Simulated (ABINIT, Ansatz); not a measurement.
An input for ABINIT 10.8.3 (BaAlSiH (P3m1)):

```
acell 3*1.0 Angstrom
rprim 
  4.334227520372 0.000000000006 0.000000000000
  -2.167113760192 3.753551138421 0.000000000000
  0.000000000000 0.000000000000 5.262552000000
ntypat 4
znucl 56 13 14 1
natom 4
typat 1 2 3 4
xred 
  0.000000000000 0.000000000000 0.000436000000
  0.666666666667 0.333333333333 0.465248000000
  0.333333333333 0.666666666667 0.542307000000
  0.666666666667 0.333333333333 0.134910000000
pp_dirpath "pseudos"
pseudos "Ba.upf, Al.upf, Si.upf, H.upf"
ecut 31
ngkpt 3 3 4
nshiftk 1
shiftk 0 0 0
kptopt 1
chksymbreak 0
iscf -2
irdden 1
istwfk *1
nband 96
nbdbuf 8
tolwfr 1e-09
nstep 60
prtvol 0
indata_prefix "in"
outdata_prefix "out"
tmpdata_prefix "tmp"
```

```sh
OMP_NUM_THREADS=1 mpirun -n 4 abinit run.abi > log
```

Question: Estimate wall time and host memory on 4 MPI ranks of Intel Xeon Platinum 8488C (Sapphire Rapids), shared host.

It took 41 s; on shared hardware allow 21 s to 82 s. Peak host memory was 0.4 GiB.

[Paths, hosts, dates, memory and timing lines, banners, echoed tables and standing remarks are left out of the program output.]

[Logs are printed without paths, hosts, clocks, repeated set-up lines and the standing remarks that a program may print on its own settings, such as how far it seeks lower states.]

[Runs of the session that timed out or met a known fault of the program may be left out.]

[Hosts, paths, dates, database ids (printed as entryN), source tags and the programs' standing remarks are cut or masked in the printed files.]

[G0W0 gaps are taken among the corrected bands and points alone; a level outside them can change the order at an edge.]

[Where Ansatz stands beside ABINIT at settings called matched, ABINIT's density can come from a denser mesh and the files from another edition; pairs whose starting gaps differed by over 0.03 eV were left out, so agreement reads better than it is.]
